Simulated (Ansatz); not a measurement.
# Decaying states in the gap of LiBeF3

A new crystal, LiBeF3: structure, gap and complex bands. It is built by putting Be for Ba in the BaLiF3 structure of space group Pm-3m, with the volume rescaled by atomic radii. The parent structure comes from the Materials Project.

Calculated with Ansatz 0.2.0; PBE DFT, plane waves, PAW files, in the first sound run; inputs show where later runs differ.

Report form: the programs' logs are mostly left out.

The structure was built from a prototype and need not be the compound's stable phase.

### Step 1. The structure

The structure is cubic, space group Pm-3m (No. 221). Conventional cell: a = 3.304 Å, b = 3.304 Å, c = 3.304 Å, α = 90.00°, β = 90.00°, γ = 90.00°. Be has 12 F at 2.34 Å nearest. Nearest to Li lie 6 F at 1.65 Å. F has 2 Li at 1.65 Å nearest. It derives from BaLiF3. Be for Ba in the BaLiF3 structure of space group Pm-3m. Farther neighbours and most contacts between anions are not listed.

### Step 2. Cell and atoms at rest

The substituted atoms don't fit the parent's cell, so cell and atoms relax together. A small smearing keeps the run stable in case the gap closes on the way.

input.yaml reads:

```yaml
crystal:
  lattice:
    - [3.3040844542, 0.0, 0.0]
    - [0.0, 3.3040844542, 0.0]
    - [0.0, 0.0, 3.3040844542]
  atoms:
    - { symbol: Be, position: [0.0, 0.0, 0.0] }
    - { symbol: Li, position: [0.5, 0.5, 0.5] }
    - { symbol: F, position: [0.0, 0.5, 0.5] }
    - { symbol: F, position: [0.5, 0.5, 0.0] }
    - { symbol: F, position: [0.5, 0.0, 0.5] }
kpoints:
  mp_grid: { grid: [6, 6, 6] }
scf:
  occupations: { method: gaussian, width: 0.03 }
hamiltonian:
  xc: pbe
output:
  forces: true
  stress: true
relax:
  f_tol: 0.02
  max_steps: 60
  cell: {}
```

On the command line:

```console
> ansatz run input.yaml --threads 2 --pin off --max-ram 4096MiB --backend cpu --events-out ev --progress --plain --runs-dir out
```

Elapsed: 6 s, on 2 threads of Arm Neoverse V2, shared host; peak memory 0.29 GiB; 10 s of CPU time.

Step by step:

```csv
step,energy less that of the first step (eV),largest force component (eV/Å),pressure (GPa),volume (Å³)
1,0.0000,0.0000,29.53,36.07
2,-0.3773,0.0000,14.07,39.01
3,-0.5070,0.0000,1.38,42.14
4,-0.5066,0.0000,-0.09,42.55
5,-0.5068,0.0000,0.00,42.52
6*,-0.6158,0.0000,4.34,42.52
7,-0.6293,0.0000,1.22,43.77
8,-0.6272,0.0000,-0.01,44.31
9*,-0.6405,0.0000,0.18,44.31
10,-0.6401,0.0000,0.00,44.40
11*,-0.6408,0.0000,0.00,44.40
```

Relaxation steps marked * repeat the geometry before them on a plane-wave basis chosen anew for their cell, so energy and pressure can jump there.

The run keeps the 48 symmetry operations that it works with, so distortions that break them were not tested.

```csv
"conventional cell, symmetrised",before,after,change
a (Å),3.304,3.541,+7.2 %
b (Å),3.304,3.541,+7.2 %
c (Å),3.304,3.541,+7.2 %
volume (Å³/atom),7.21,8.88,+23.1 %
```

Numbers from this step:

| Item | Value |
| --- | --- |
| free energy | -2723.0038 eV |
| Fermi energy | 3.237 eV |
| pressure | 0.003197 GPa |

The largest force component on a free atom ends at 5.1e-30 eV/Å.

### Step 3. The bulk crystal and its band edges

The energy window and the wavevectors of the next steps follow from the band edges, so these are searched first, off the mesh as well.

input.yaml reads:

```yaml
crystal:
  lattice:
    - [3.5409019286, 0.0, 0.0]
    - [0.0, 3.5409019286, 0.0]
    - [0.0, 0.0, 3.5409019286]
  atoms:
    - { symbol: Be, position: [0.0, 0.0, 0.0] }
    - { symbol: Li, position: [0.5, 0.5, 0.5] }
    - { symbol: F, position: [0.0, 0.5, 0.5] }
    - { symbol: F, position: [0.5, 0.5, 0.0] }
    - { symbol: F, position: [0.5, 0.0, 0.5] }
kpoints:
  mp_grid: { grid: [8, 8, 8] }
  band_path: { path: [VBM, CBM], npoints: 30 }
scf:
  occupations: { method: fixed }
hamiltonian:
  xc: pbe
output:
  eigenvalues: true
  write_potential: true
  write_density: true
  volumetric_format: npy
  elf: true
```

Elapsed: 1.6 s, on 2 threads; peak memory 0.29 GiB; 3 s of CPU time.

Numbers from this step:

```yaml
free_energy: -2723.0025 eV
fermi_energy: 2.436 eV
gap_on_the_k_mesh: 1.601 eV
gap_on_path: 1.601 eV, by band count; negative where bands overlap
direct_gap_on_path: 1.955 eV
edge_places_on_path: 0, 1.537 1/A along the path
```

The electronic bands at the labelled points (eV, zero at the Fermi level (highest filled level under fixed occupations); v1 is the highest filled band, c1 the lowest empty one):

```csv
point,v4,v3,v2,v1,c1,c2,c3,c4
VBM,-0.22,0.00,0.00,0.00,3.20,8.24,8.24,8.24
halfway,-1.60,-0.51,-0.26,-0.26,4.26,6.54,7.93,7.93
CBM,-0.99,-0.35,-0.35,-0.35,1.60,8.87,8.87,8.87
```

Electrostatic potential energy in the ac plane at fractional y = 0.500, with atoms of Li and F within 0.2 Å of it. With pseudopotentials it is smooth inside the atoms' cores, unlike the true potential.

Ten even steps from '_' (-38 eV) to '@' (9 eV), each cell a mean:
```
@@@@@@@@%%--______==@@@@@@@@
@@@@@@@@@@**--::==##@@@@@@@@
@@@@@@@@@@@@%%##%%@@@@@@@@@@
%%@@@@@@@@@@%%%%%%@@@@@@@@@@
--++%%@@@@%%**++**%%@@@@##==
__..++@@%%**==--==**%%%%==__
____--%%%%++::..--++%%##::__
__..==%%%%**--::==**%%%%--__
::==##@@@@##**++**%%@@@@**--
##%%@@@@@@@@%%%%%%@@@@@@@@%%
@@@@@@@@@@@@%%%%@@@@@@@@@@@@
@@@@@@@@@@##==--++%%@@@@@@@@
@@@@@@@@%%==..__..++@@@@@@@@
@@@@@@@@##::______--%%@@@@@@
```
Columns run along a (3.5 Å; values clipped at the 3rd and 97th percentile), rows up along c (3.5 Å). Atoms in or near the plane, at fractional coordinates: Li at (0.50, 0.50), F at (0.00, 0.50), F at (0.50, 0.00).

Valence density in the ac plane at fractional y = 0.500, with atoms of Li and F within 0.2 Å of it. It is the smooth field of the valence electrons, not physical close to the nuclei.

Ten even steps from '_' (0 e/Å³) to '@' (13 e/Å³), each cell a mean:
```
__________::++##++..________
__________..::--::__________
____________________________
____________________________
::..______________________..
**==..______::--..______::++
@@**::____..==**--______--##
##++::______::==::______::++
--::__________..________..::
____________________________
____________________________
____________::::..__________
__________::++**==..________
__________--##@@**::________
```
Columns run along a (3.5 Å), rows up along c (3.5 Å). Atoms in or near the plane, at fractional coordinates: Li at (0.50, 0.50), F at (0.00, 0.50), F at (0.50, 0.00).

ELF in the ac plane at fractional y = 0.500, with atoms of Li and F within 0.2 Å of it. It is the smooth field of the valence electrons, not physical close to the nuclei.

Ten even steps from '_' (0.03) to '@' (0.92), each cell a mean:
```
______--##%%##**##%%**::____
______..++%%%%%%%%%%==..____
--::____::++##%%##++..__..::
##**==..__..::::..____..==**
%%%%##==____..::______++%%%%
##%%%%**....##%%++__..##%%##
==##%%##..--@@@@%%::::%%%%**
**%%%%**..::%%@@##..::##%%##
%%%%%%==____::--..__..++%%%%
####++..____......____::++##
==--..__..==**##**==..__..--
..____..++%%%%%%%%##==______
______--##%%%%##%%%%**::____
____..==##%%**==##%%##--____
```
Columns run along a (3.5 Å), rows up along c (3.5 Å). Atoms in or near the plane, at fractional coordinates: Li at (0.50, 0.50), F at (0.00, 0.50), F at (0.50, 0.00).

The searched edges give 1.60 eV, as on the mesh.

### Step 4. Complex bands

This step: PBE DFT, plane waves, PAW files; complex bands by layer matching along the plane's normal (Ansatz 0.2.0).

The same crystal is laid in a cell whose first two vectors span the (111) plane (indices of the standard conventional cell, whose axes can be ordered otherwise than in the bulk input). At fixed energy and wavevector in the plane the solver finds all kz, real and complex. A few wavevectors are listed, (0, 0) and (0.5, 0) in units of the plane's reciprocal vectors; the slowest state needn't be among them.

input.yaml reads:

```yaml
crystal:
  lattice:
    - [5.00759153, 0.0, 0.0]
    - [2.503795765, 4.336701477, 0.0]
    - [2.503795765, 1.445567159, 2.044340682]
  atoms:
    - { symbol: Be, position: [0.0, 0.0, 0.0] }
    - { symbol: Li, position: [0.5, 0.5, 0.5] }
    - { symbol: F, position: [0.5, 0.5, 0.0] }
    - { symbol: F, position: [0.5, 0.0, 0.0] }
    - { symbol: F, position: [0.0, 0.5, 0.0] }
kpoints:
  mp_grid: { grid: [12, 12, 12] }
scf:
  occupations: { method: fixed }
hamiltonian:
  xc: pbe
output:
  eigenvalues: true
  transmission:
    leads: [[0, 0]]
    kpoints: [[0.0, 0.0], [0.5, 0.0]]
    e_range: [-1.0, 2.6]
    de: 0.06
```

The job ended after 20 s (2 threads; peak memory 0.53 GiB).

This step gave:

* free energy: -2723.0027 eV
* level to which the leads are filled: 0.8006 eV from the Fermi level
* decay constant at the filling level, zone centre: 0.2205 Å⁻¹
* decay constant at the filling level, slowest listed point: 0.2205 Å⁻¹

K parallel (0, 0); values up to 1.5 1/Å, a degenerate pair printed once or twice; energies at which all values exceed this have no row. Im kz of the slowest decaying states against energy, zero at the highest filled level on the SCF mesh:

```csv
energy (eV),decay 1 (Å⁻¹),decay 2 (Å⁻¹),decay 3 (Å⁻¹),decay 4 (Å⁻¹)
-1.00,0.0997,0.755,0.814,0.945
-0.82,0.313,0.644,0.748,0.951
-0.64,0.444,0.740,0.957,-
-0.46,0.322,0.731,0.963,-
-0.28,0.0905,0.289,0.721,0.969
-0.10,0.157,0.334,0.410,0.709
0.02,0.0945,0.135,0.183,0.456
0.08,0.173,0.193,0.265,0.475
0.26,0.213,0.280,0.461,0.525
0.44,0.224,0.346,0.567,0.583
0.62,0.226,0.397,0.603,0.652
0.80,0.221,0.440,0.635,0.636
0.98,0.207,0.476,0.616,0.666
1.16,0.184,0.508,0.596,0.694
1.34,0.149,0.537,0.574,0.720
1.52,0.0863,0.551,0.563,0.745
1.70,0.525,0.587,0.769,0.982
1.88,0.497,0.609,0.792,1.01
2.06,0.466,0.629,0.815,1.04
2.24,0.432,0.647,0.837,1.05
2.42,0.393,0.665,0.859,1.06
2.60,0.348,0.681,0.881,1.06
```

K parallel (0, 0). The Re kz of states that move upwards by energy, zero at the highest filled level on the SCF mesh:

```csv
energy (eV),channel 1 (Å⁻¹),channel 2 (Å⁻¹),channel 3 (Å⁻¹),channel 4 (Å⁻¹),channel 5 (Å⁻¹)
-1.00,-0.322,-0.0667,-0.0667,1.02,1.02
-0.88,-0.283,0.345,1.07,1.07,-
-0.70,-0.219,0.577,1.14,1.14,-
-0.58,-0.171,0.702,1.19,1.19,-
-0.40,-0.0726,0.881,1.28,1.28,-
-0.28,0.709,0.709,1.01,1.38,1.38
-0.16,1.06,1.06,1.15,-,-
0.02,-,-,-,-,-
0.14,-,-,-,-,-
0.32,-,-,-,-,-
0.44,-,-,-,-,-
0.56,-,-,-,-,-
0.74,-,-,-,-,-
0.86,-,-,-,-,-
1.04,-,-,-,-,-
1.16,-,-,-,-,-
1.28,-,-,-,-,-
1.46,-,-,-,-,-
1.58,-,-,-,-,-
1.76,0.128,-,-,-,-
1.88,0.173,-,-,-,-
2.00,0.211,-,-,-,-
2.18,0.262,-,-,-,-
2.30,0.293,-,-,-,-
2.48,0.338,-,-,-,-
2.60,0.366,-,-,-,-
```

K parallel (0.5, 0); values up to 1.5 1/Å, a degenerate pair printed once or twice; energies at which all values exceed this have no row. Table of Im kz of the slowest decaying states by energy, zero at the highest filled level on the SCF mesh:

```csv
energy (eV),decay 1 (Å⁻¹),decay 2 (Å⁻¹),decay 3 (Å⁻¹),decay 4 (Å⁻¹)
-1.00,0.170,0.170,0.885,1.06
-0.82,0.160,0.214,0.937,0.979
-0.64,0.0732,0.219,0.835,0.978
-0.46,0.0933,0.189,1.01,1.04
-0.28,0.258,0.261,1.03,1.04
-0.10,0.200,0.335,0.349,0.399
0.02,0.158,0.259,0.372,0.416
0.08,0.233,0.283,0.389,0.443
0.26,0.342,0.356,0.431,0.510
0.44,0.387,0.433,0.467,0.565
0.62,0.425,0.491,0.497,0.613
0.80,0.457,0.524,0.539,0.654
0.98,0.484,0.548,0.580,0.691
1.16,0.508,0.570,0.616,0.725
1.34,0.529,0.590,0.648,0.757
1.52,0.547,0.609,0.676,0.786
1.70,0.562,0.628,0.701,0.813
1.88,0.576,0.646,0.724,0.838
2.06,0.587,0.666,0.745,0.855
2.24,0.595,0.687,0.764,0.835
2.42,0.600,0.710,0.781,0.815
2.60,0.602,0.738,0.793,0.797
```

At the listed wavevectors the last open channel is at -0.04 eV and the next at +1.64 eV on the grid. At +0.80 eV, the grid energy nearest the filling level (the middle of the gap on the SCF mesh), the slowest state at the listed wavevectors decays with κ = 0.221 Å⁻¹, its amplitude falling by e over 4.5 Å. Through 1 nm of this crystal that state's transmission falls by exp(−2 × 0.221 Å⁻¹ × 10 Å) = 0.012.

### Step 5. Decay over the two-dimensional zone

The listed points could miss the slowest state, so one energy near mid-gap is solved on a mesh of 12×12.

Changes to input.yaml since step 4:

```diff
@@ -19,6 +19,2 @@
   eigenvalues: true
-  transmission:
-    leads: [[0, 0]]
-    kpoints: [[0.0, 0.0], [0.5, 0.0]]
-    e_range: [-1.0, 2.6]
-    de: 0.06
+  transmission: { leads: [[0, 0]], kmesh: [12, 12], e_range: [0.8, 0.81], de: 0.05 }
```

It took 9.9 s on 2 threads; peak memory 0.46 GiB.

Numbers from this step:

```
least decay constant on the mesh : 0.2205 Å⁻¹
```

Slowest decay constant (1/Å; 0 where a channel is open) over k1 and k2. At 0.8000 eV from the Fermi level.

Values, 12 rows by 12 columns:
```
0.484 0.532 0.540 0.540 0.532 0.484 0.452 0.476 0.532 0.532 0.476 0.452
0.532 0.540 0.549 0.540 0.532 0.476 0.440 0.458 0.523 0.458 0.440 0.476
0.539 0.540 0.540 0.539 0.532 0.458 0.412 0.409 0.409 0.412 0.458 0.532
0.532 0.532 0.532 0.532 0.523 0.409 0.334 0.308 0.334 0.409 0.523 0.532
0.484 0.484 0.476 0.458 0.409 0.308 0.252 0.252 0.308 0.409 0.458 0.476
0.457 0.452 0.440 0.412 0.334 0.252 0.221 0.252 0.334 0.412 0.440 0.452
0.484 0.476 0.458 0.409 0.308 0.252 0.252 0.308 0.409 0.458 0.476 0.484
0.532 0.532 0.523 0.409 0.334 0.308 0.334 0.409 0.523 0.532 0.532 0.532
0.539 0.532 0.458 0.412 0.409 0.409 0.412 0.458 0.532 0.539 0.540 0.540
0.532 0.476 0.440 0.458 0.523 0.458 0.440 0.476 0.532 0.540 0.549 0.540
0.484 0.452 0.476 0.532 0.532 0.476 0.452 0.484 0.532 0.540 0.540 0.532
0.457 0.484 0.532 0.539 0.532 0.484 0.457 0.484 0.532 0.539 0.532 0.484
```
Columns: k1 (b1) from -0.5 to 0.417; rows upwards: k2 (b2) from -0.5 to 0.417.

The least value on the mesh is 0.221 Å⁻¹ at +0.80 eV. At that energy the listed points give about 0.221 Å⁻¹ by interpolation, so the mesh holds no clearly slower state.

### Step 6. A repeat with changed settings

This step: PBE DFT, plane waves, PAW files; complex bands by layer matching along the plane's normal; changed: output.transmission.temperature = 77.0, output.transmission.e_range = [-0.5, 0.5], output.transmission.de = 0.1 (Ansatz 0.2.0).

This run repeats an earlier one, its twin (the complex run, plane (111)), with three settings changed (output.transmission.e_range, output.transmission.de, output.transmission.temperature; files written aside). It is meant to test what the energy window and step decide and how the leads' temperature enters. Where the input is shown as a difference, that is against the step before, not the twin.

Changes to input.yaml since step 5:

```diff
@@ -19,2 +19,7 @@
   eigenvalues: true
-  transmission: { leads: [[0, 0]], kmesh: [12, 12], e_range: [0.8, 0.81], de: 0.05 }
+  transmission:
+    leads: [[0, 0]]
+    kpoints: [[0.0, 0.0], [0.5, 0.0]]
+    e_range: [-0.5, 0.5]
+    de: 0.1
+    temperature: 77.0
```

Elapsed: 5.8 s, on 2 threads; peak memory 0.4 GiB; 11 s of CPU time.

K parallel (0, 0); values up to 1.5 1/Å, a degenerate pair printed once or twice; energies at which all values exceed this have no row. Im kz of the slowest decaying states against energy, zero at the highest filled level on the SCF mesh:

```csv
energy (eV),decay 1 (Å⁻¹),decay 2 (Å⁻¹),decay 3 (Å⁻¹),decay 4 (Å⁻¹)
-0.500,0.363,0.733,0.962,-
-0.400,0.213,0.728,0.965,-
-0.300,0.0780,0.262,0.722,0.968
-0.200,0.0909,0.127,0.357,0.716
-0.100,0.157,0.334,0.410,0.709
0.000,0.0188,0.0225,0.179,0.449
0.100,0.190,0.196,0.295,0.481
0.200,0.208,0.252,0.409,0.509
0.300,0.217,0.297,0.492,0.535
0.400,0.222,0.333,0.558,0.559
0.500,0.226,0.364,0.579,0.615
```

K parallel (0, 0). The Re kz of states that move upwards by energy, zero at the highest filled level on the SCF mesh:

```csv
energy (eV),channel 1 (Å⁻¹),channel 2 (Å⁻¹),channel 3 (Å⁻¹),channel 4 (Å⁻¹),channel 5 (Å⁻¹)
-0.500,-0.134,0.782,1.23,1.23,-
-0.400,-0.0726,0.881,1.28,1.28,-
-0.300,0.650,0.650,0.984,1.36,1.36
-0.200,0.937,0.937,1.10,-,-
-0.100,1.23,1.24,1.24,-,-
0.000,-,-,-,-,-
0.100,-,-,-,-,-
0.200,-,-,-,-,-
0.300,-,-,-,-,-
0.400,-,-,-,-,-
0.500,-,-,-,-,-
```

K parallel (0.5, 0); values up to 1.5 1/Å, a degenerate pair printed once or twice; energies at which all values exceed this have no row. The Im kz of the slowest decaying states by energy, zero at the highest filled level on the SCF mesh:

```csv
energy (eV),decay 1 (Å⁻¹),decay 2 (Å⁻¹),decay 3 (Å⁻¹),decay 4 (Å⁻¹)
-0.500,0.173,0.226,1.01,1.02
-0.400,0.174,0.253,1.02,1.04
-0.300,0.247,0.269,1.03,1.04
-0.200,0.124,0.185,0.269,0.296
-0.100,0.200,0.335,0.349,0.399
0.000,0.118,0.250,0.367,0.406
0.100,0.252,0.290,0.394,0.451
0.200,0.323,0.324,0.418,0.490
0.300,0.353,0.375,0.440,0.523
0.400,0.378,0.418,0.459,0.554
0.500,0.401,0.454,0.477,0.582
```

K parallel (0.5, 0). The Re kz of states that move upwards by energy, zero at the highest filled level on the SCF mesh:

```csv
energy (eV),channel 1 (Å⁻¹),channel 2 (Å⁻¹),channel 3 (Å⁻¹),channel 4 (Å⁻¹)
-0.500,-1.53,-0.600,-0.0334,0.303
-0.400,-1.47,-0.0793,0.0468,0.636
-0.300,-1.38,0.136,0.147,0.786
-0.200,0.529,-,-,-
-0.100,0.779,-,-,-
0.000,-,-,-,-
0.100,-,-,-,-
0.200,-,-,-,-
0.300,-,-,-,-
0.400,-,-,-,-
0.500,-,-,-,-
```

### Step 7. Outcome

```yaml
band_gap: 1.60 eV
least_decay_constant_at_mid_gap_normal_to_111: 0.221 Å⁻¹
least_decay_constant_on_a_mesh_normal_to_111: 0.221 Å⁻¹
```

**Reading.** With PBE, the slowest decay at the wavevectors tried is κ = 0.221 Å⁻¹, normal to (111). Through such a film the transmission near mid-gap falls as exp(−2κd), a factor of ten every 5.2 Å. A free electron under a barrier of half the gap would need a mass of 0.23 mₑ to decay at this rate. The compound is made up by substitution; its stability against other phases and against distortions of the cell's symmetry was not tested. A semilocal functional narrows gaps, so real decay constants are likely larger.

[Logs are printed without paths, hosts, clocks, repeated set-up lines and the standing remarks that a program may print on its own settings, such as how far it seeks lower states.]

[Hosts, paths, dates, database ids (printed as entryN), source tags and the programs' standing remarks are cut or masked in the printed files.]
